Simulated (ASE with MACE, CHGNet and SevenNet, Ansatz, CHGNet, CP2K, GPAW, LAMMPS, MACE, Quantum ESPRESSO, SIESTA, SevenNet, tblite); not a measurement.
## Machine-learned potentials runs on glassy 55SiO2-25B2O3-10CaO-10K2O (mol %) (68 atoms)

Aim: run glassy 55SiO2-25B2O3-10CaO-10K2O (mol %) (68 atoms) in machine-learned potentials and see how near its forces come to a plane-wave reference, and at what cost.

Program: ASE with MACE, CHGNet and SevenNet. Level of theory: the method is named at each step. Results are calculated unless marked as measured.

### Step 1. The starting structure

The cell holds 68 atoms: 11 Si, 10 B, 2 Ca, 4 K and 41 O. Cell: a = 9.642 Å, b = 9.642 Å, c = 9.642 Å, α = 90.0°, β = 90.0°, γ = 90.0°. 68 atoms (11 Si, 10 B, 2 Ca, 4 K, 41 O) placed at random at 2.27 g/cm³, melted at 3000 K for 20 ps at fixed volume with the Buckingham and Coulomb pair potential of Guillot and Sator (Geochim. Cosmochim. Acta 71, 1249 (2007)) with the boron terms of Wang et al. (J. Non-Cryst. Solids 498, 294 (2018)). Quenched from 3000 K to 300 K at 20 K/ps and fixed volume, held 10 ps at zero pressure, then minimised at fixed cell.

The yardstick, on the same geometry:

* method: Kohn-Sham DFT, PBE, SSSP efficiency 1.3.0 pseudopotentials, plane waves (Quantum ESPRESSO 7.5); sssp-pbe-1.3.0-efficiency, cutoffs 60/480 Ry, Γ point
* r.m.s. force component: 0.9621 eV/Å
* longest force: 3.171 eV/Å
* pressure: -0.8833 GPa
* gap (highest filled to lowest empty level): 1.899 eV
* time: 3.1 min on 2 MPI ranks of Arm Neoverse V1, shared host
* CPU time: 6.2 min

### Step 2. MACE MP-0b2 small potential

Method: machine-learned interatomic potential MACE MP-0b2 small, trained on PBE(+U) plane-wave data.

The input, run.py:

```python
import numpy as np
from ase.io import read
import mlip  # loads the published weights by name

atoms = read("structure.xyz")
atoms.calc = mlip.calc("mace-mp-0b2-small")
energy = atoms.get_potential_energy()
forces = atoms.get_forces()
print(f"energy {energy:.6f} eV")
print("forces (eV/A)")
for i, (a, f) in enumerate(zip(atoms, forces)):
    print(f"{i:4d} {a.symbol:2s} {f[0]:10.5f} {f[1]:10.5f} {f[2]:10.5f}")
stress = -atoms.get_stress(voigt=False) * 160.21766
print("stress (GPa, compression positive)")
for row in stress:
    print(" ".join(f"{x:10.4f}" for x in row))
```

The input, structure.xyz:

```xyz
68
Lattice="9.64176 0.00000 0.00000 0.00000 9.64176 0.00000 0.00000 0.00000 9.64176" Properties=species:S:1:pos:R:3 pbc="T T T"
Si 5.22362 4.62641 4.67298
Si 7.03241 7.91396 6.41023
Si 1.40432 1.45137 7.46725
Si 0.80287 5.90818 6.43076
Si 7.25485 4.35181 8.87755
Si 2.18656 1.98495 4.51851
Si 6.91160 2.27893 1.70871
Si 8.77892 1.62300 4.18848
Si 7.55837 8.93213 1.62367
Si 5.11264 5.95118 7.63492
Si 0.50446 6.44735 2.66653
B 1.80002 1.39179 0.59364
B 2.40369 5.00205 4.18857
B 6.61058 9.36302 4.14470
B 9.49916 8.45303 7.50958
B 0.83797 9.06374 2.03113
B 8.70892 6.87004 0.05814
B 4.92347 1.99845 3.57005
B 8.93367 3.38339 6.66275
B 7.71659 5.93373 4.37630
B 2.58390 5.71351 8.67797
Ca 0.43089 4.23244 0.00328
Ca 3.22131 3.70571 2.05938
K 4.46953 9.22311 9.27287
K 4.40330 7.11012 1.82480
K 3.17127 8.43529 5.07089
K 5.82719 1.49457 7.09074
O 0.36060 7.46716 6.53316
O 5.72190 0.82109 3.78767
O 7.33593 3.34453 0.52779
O 7.77965 3.56446 7.55789
O 8.62735 2.54051 5.52184
O 1.98553 5.83365 5.29767
O 0.75832 1.36711 4.01097
O 1.66311 5.36477 2.98123
O 2.22397 1.51838 8.90860
O 6.02070 7.28657 7.53590
O 2.32685 1.53844 6.10391
O 9.39146 4.69322 6.19454
O 5.14369 3.00514 4.60895
O 5.72962 4.87593 8.68819
O 3.48212 1.67892 3.54499
O 1.46863 5.50400 7.88484
O 2.13767 3.60370 4.49393
O 3.86201 5.13915 3.90607
O 7.58980 7.63203 0.64802
O 3.64709 6.43134 8.14266
O 9.61081 6.38381 1.12799
O 5.08439 5.20318 6.19319
O 9.45336 7.76306 8.81720
O 2.71705 5.06790 0.24490
O 1.19461 7.94317 2.77731
O 1.36566 2.52161 1.25796
O 8.12376 8.82385 7.14888
O 8.20861 5.66415 9.02430
O 7.95166 0.24239 4.43482
[... 8 atom lines left out ...]
O 6.75145 8.47675 2.97603
O 8.84535 6.15385 3.59763
O 9.11725 9.31799 1.90772
O 5.38367 2.59951 2.26977
```

On the command line:

```console
> OMP_NUM_THREADS=1 python run.py > output.txt
```

The program printed:

```text
energy -508.596213 eV
forces (eV/A)
   0 Si   -0.07225   -0.82795    0.72821
   1 Si    0.81335   -0.29391   -1.29927
   2 Si   -2.17131   -0.82184   -0.24087
   3 Si    0.06536   -0.44517   -0.71406
   4 Si    0.43560    0.72927   -1.06026
   5 Si   -0.26867    2.21261    0.11495
   6 Si    0.03079   -0.84294    1.38376
   7 Si   -1.17796   -0.01372    0.97474
   8 Si    1.11385   -0.35178    0.92420
   9 Si    0.45262   -0.83499   -0.94819
  10 Si   -1.41012    0.00377   -0.42144
  11 B    -1.93769    1.51075    1.48845
  12 B    -1.11619   -0.46123    2.12468
  13 B     0.25341    1.85127   -0.74760
  14 B    -0.23102   -0.44175    0.53940
  15 B    -1.70860    0.45626   -1.28981
  16 B    -0.23438    1.19840    0.00144
  17 B     1.71259   -1.42335    1.11357
  18 B     0.71508   -0.00588   -0.53458
  19 B    -0.02529    1.19993    0.58175
  20 B     0.14904   -1.46956    0.87656
  21 Ca    0.68061   -0.28605   -0.04762
  22 Ca   -0.49068   -0.49249   -0.70820
  23 K    -0.33852    0.17906    0.05660
[...]
60 O    -0.43353    0.08622   -1.26713
  61 O     0.75477   -1.13157    0.24953
  62 O     0.29381    0.82194   -0.62692
  63 O     0.38968    0.18009   -0.58544
  64 O    -0.58658   -0.78210   -0.68098
  65 O    -0.70515   -0.43989    0.56965
  66 O     1.37769    0.41458    0.13431
  67 O    -0.29394    0.75284   -1.29673
stress (GPa, compression positive)
   -1.0908    -0.7220     1.1491
   -0.7220    -0.8017    -0.0015
    1.1491    -0.0015    -0.0394
```

The job ended after 8.8 s (1 thread of Arm Neoverse V1, shared host; peak memory 0.7 GiB).

Banners, paths, timers and routine set-up lines are dropped from the logs unmarked, and long logs keep their key lines alone; longer cuts are marked.

Compared with the plane-wave run:

| Property | Result |
| --- | --- |
| r.m.s. force component | 0.7787 eV/Å |
| r.m.s. difference of force components | 322.9 meV/Å |
| longest difference of force vectors | 2162 meV/Å |
| force difference over r.m.s. force | 33.56 % |
| slope of forces against the reference's | 0.7712 |
| correlation of force components | 0.9529 |
| pressure | -0.644 GPa |
| pressure difference | 0.2393 GPa |

Length of the force difference by element (eV/Å):

```csv
element,atoms,mean,most
B,10,0.82,2.2
Ca,2,0.28,0.30
K,4,0.20,0.27
O,41,0.35,0.89
Si,11,0.59,1.0
```

A closer look about Ca23, one of the 2 Ca atoms: 9 atoms, nearest first, numbered in the order of the input, with positions taken from that point.

| atom | x | y | z | distance (Å) | bonds | Fx | Fy | Fz (eV/Å) |
| --- | --- | --- | --- | --- | --- | --- | --- | --- |
| Ca23 | 0.00 | 0.00 | 0.00 | 0.00 | 7 | -0.49 | -0.49 | -0.71 |
| O51 | -0.50 | 1.36 | -1.81 | 2.32 | 4 | -0.38 | 0.72 | -0.76 |
| O53 | -1.86 | -1.18 | -0.80 | 2.34 | 3 | 0.98 | -0.47 | -0.83 |
| O45 | 0.64 | 1.43 | 1.85 | 2.42 | 4 | 0.53 | 1.16 | -1.41 |
| O68 | 2.16 | -1.11 | 0.21 | 2.44 | 3 | -0.29 | 0.75 | -1.30 |
| O35 | -1.56 | 1.66 | 0.92 | 2.46 | 3 | 0.40 | -0.04 | -1.12 |
| O42 | 0.26 | -2.03 | 1.49 | 2.53 | 3 | -1.08 | -0.87 | -0.33 |
| B13 | -0.82 | 1.30 | 2.13 | 2.62 | 4 | -1.12 | -0.46 | 2.12 |
| O44 | -1.08 | -0.10 | 2.43 | 2.67 | 3 | -0.18 | -0.35 | -0.48 |

Atoms are counted from 1 here, from 0 in the log.

Forces lie 34 % from the reference's, at 0.018 times its CPU time (on 1 against 2 cores).

### Step 3. CHGNet r2SCAN potential

Method: machine-learned interatomic potential CHGNet r2SCAN, trained on r2SCAN plane-wave data.

Changes to run.py since step 2:

```diff
@@ -5,3 +5,3 @@
 atoms = read("structure.xyz")
-atoms.calc = mlip.calc("mace-mp-0b2-small")
+atoms.calc = mlip.calc("chgnet-r2scan")
 energy = atoms.get_potential_energy()
```

structure.xyz is that of step 2.

The program printed:

```text
CHGNet vr2scan initialized with 412,525 parameters
CHGNet will run on cpu
energy -641.661377 eV
forces (eV/A)
   0 Si   -0.05611   -0.45805    0.49095
   1 Si    0.59621   -0.27520   -0.72350
   2 Si   -1.71613   -0.50519   -0.22673
   3 Si   -0.29335   -0.23921   -0.50741
   4 Si    0.47307    0.38254   -0.81563
   5 Si   -0.53682    1.35091    0.16892
   6 Si    0.26720   -0.61342    1.05509
   7 Si   -0.94089   -0.01687    0.87876
   8 Si    0.79760   -0.42620    0.74955
   9 Si    0.46248   -0.52342   -0.78918
  10 Si   -1.05690   -0.02794   -0.41654
  11 B    -1.44652    1.34034    1.30101
  12 B    -0.68780   -0.26629    1.52444
  13 B     0.32875    1.06919   -0.31143
  14 B    -0.14523   -0.55007    0.49352
  15 B    -1.56487    0.36271   -0.71615
  16 B     0.06653    1.14407   -0.28364
  17 B     1.18879   -0.76842    0.72985
  18 B     0.58519    0.00274   -0.58173
  19 B     0.27362    1.08356    0.85371
  20 B    -0.35859   -1.07940    0.86281
  21 Ca    0.47169    0.00974   -0.15544
  22 Ca   -0.33488   -0.20516   -0.42363
  23 K    -0.18687    0.07504   -0.06751
[...]
60 O    -0.26070    0.10349   -0.75766
  61 O     0.45422   -0.80943    0.04039
  62 O     0.00857    0.43453   -0.54706
  63 O    -0.00961    0.08151   -0.29025
  64 O    -0.23277   -0.40024   -0.76784
  65 O    -0.36971   -0.19679    0.20882
  66 O     1.01475    0.01804   -0.03671
  67 O     0.17103    0.33460   -0.95225
stress (GPa, compression positive)
   -4.2563    -0.6289     0.8467
   -0.6289    -3.8449    -0.0371
    0.8467    -0.0371    -3.2437
```

It took 3.4 s on 1 thread; peak memory 1.1 GiB.

Numbers from this run, and their distance from the reference:

| Quantity | Value |
| --- | --- |
| r.m.s. force component | 0.5917 eV/Å |
| r.m.s. difference of force components | 445.1 meV/Å |
| longest difference of force vectors | 1915 meV/Å |
| force difference over r.m.s. force | 46.26 % |
| slope of forces against the reference's | 0.5821 |
| correlation of force components | 0.9465 |
| pressure | -3.782 GPa |
| pressure difference | -2.898 GPa |

Against the first run (34 %), the force difference from the reference is 46 %, at 0.48 times the CPU time; this potential was trained at another functional than the reference's, which explains only part of so large a difference.

### Step 4. SevenNet l3i5 potential

Method: machine-learned interatomic potential SevenNet l3i5, trained on PBE(+U) plane-wave data.

Changes to run.py since step 3:

```diff
@@ -5,3 +5,3 @@
 atoms = read("structure.xyz")
-atoms.calc = mlip.calc("chgnet-r2scan")
+atoms.calc = mlip.calc("7net-l3i5")
 energy = atoms.get_potential_energy()
```

structure.xyz is that of step 3.

The program printed:

```text
energy -508.290314 eV
forces (eV/A)
   0 Si    0.18343   -0.82478    0.76071
   1 Si    1.14108   -0.51146   -1.47676
   2 Si   -2.73143   -0.95018   -0.20091
   3 Si   -0.56620   -0.27236   -0.70086
   4 Si    0.42235    0.77415   -1.22020
   5 Si   -0.52984    2.21429    0.17103
   6 Si    0.30714   -0.86440    1.59612
   7 Si   -1.41844   -0.24987    1.40997
   8 Si    1.28741   -0.67926    1.13307
   9 Si    0.45359   -0.69523   -1.08835
  10 Si   -1.69889    0.12303   -0.34949
  11 B    -2.12475    1.40509    1.41726
  12 B    -1.29820   -0.39602    2.54648
  13 B     0.43152    2.21439   -0.60488
  14 B    -0.30031   -0.92830    0.70278
  15 B    -1.98314    0.40159   -1.05070
  16 B     0.24144    1.82095   -0.70798
  17 B     2.25707   -1.82417    1.43723
  18 B     1.02715    0.04235   -1.17778
  19 B     0.09313    1.35722    0.92030
  20 B     0.01334   -1.57237    0.80129
  21 Ca    0.77603   -0.19997   -0.12247
  22 Ca   -0.52830   -0.34153   -0.79030
  23 K    -0.15757    0.11954   -0.04016
[...]
60 O    -0.58038    0.09632   -1.38214
  61 O     0.83134   -1.05504    0.04780
  62 O     0.16049    0.92045   -0.91411
  63 O     0.23805    0.15924   -0.72014
  64 O    -0.69426   -0.96177   -0.89419
  65 O    -0.58697   -0.39982    0.42985
  66 O     1.58808    0.29733   -0.02629
  67 O    -0.50723    0.87764   -1.53500
stress (GPa, compression positive)
   -1.2213    -0.8008     1.3001
   -0.8008    -1.0009     0.1925
    1.3001     0.1925    -0.0389
```

Wall time 10 s (1 thread); peak memory 1.4 GiB.

Numbers from this run, and their distance from the reference:

* r.m.s. force component: 0.8931 eV/Å
* r.m.s. difference of force components: 165.7 meV/Å
* longest difference of force vectors: 1112 meV/Å
* force difference over r.m.s. force: 17.22 %
* slope of forces against the reference's: 0.916
* correlation of force components: 0.9868
* pressure: -0.7537 GPa
* pressure difference: 0.1296 GPa

Against the first run (34 %), the force difference from the reference is 17 %, at 1.4 times the CPU time.

### Step 5. The ladder

Differences are against the plane-wave reference, forces as r.m.s. over components; share is that over the reference's r.m.s. force, slope the least-squares factor from reference forces to these. Total energies of different programs have different zeros and aren't compared.

```csv
run,"Δ force, r.m.s. (meV/Å)",share (%),slope,Δ pressure (GPa),cores,CPU time,memory (GiB)
reference,-,-,-,-,2,6.2 min,2.4
MACE MP-0b2 small potential,323,33.6,0.771,0.239,1,6.5 s,0.7
CHGNet r2SCAN potential,445,46.3,0.582,-2.90,1,3.2 s,1.1
SevenNet l3i5 potential,166,17.2,0.916,0.130,1,9.2 s,1.4
```

Times of the machine-learned potentials are mostly Python's start and the loading of weights.

CPU time is summed over cores on a shared host, where runs went side by side, so it is rough. Symmetry, cutoffs, thresholds, outputs and thread counts weren't matched or tuned between programs; memory under MPI is the largest rank's times the ranks.

### Step 6. Results

| Property | Result |
| --- | --- |
| nearest in forces | SevenNet l3i5 potential, 17 % |
| its CPU time | 9.2 s |

Machine-learned potentials differ by 17 % (SevenNet l3i5 potential) to 46 % (CHGNet r2SCAN potential); they were trained on other programs' data, some at another functional. Among those trained on PBE data the slope goes as low as 0.77, which softening far from their training structures can give, though the reference's k-sampling is untested too. The reference's pressure holds the uncorrected Pulay stress of its 60 Ry basis, so small pressure differences, and their order, may be the reference's own error. Machine-learned potentials mimic data converged in k, so the reference's own k-point error enters their differences. The quench rate of 20 K/ps is many orders above laboratory rates, so the cell is likely richer in defects and strain than a real sample. The network of bonds at the start is that of the classical potential that made the cell, and needn't be the one that DFT or experiment would give. The electronic-structure runs sample only Γ, in a cell whose shortest periodic width is 10 Å.

[Also dropped from logs without a mark: logging warnings of Python, and SIESTA's first energy breakdown and zero terms.]

[Logs are printed without paths, hosts, clocks, repeated set-up lines and the standing remarks that a program may print on its own settings, such as how far it seeks lower states.]

[Hosts, paths, dates, database ids (printed as entryN), source tags and the programs' standing remarks are cut or masked in the printed files.]
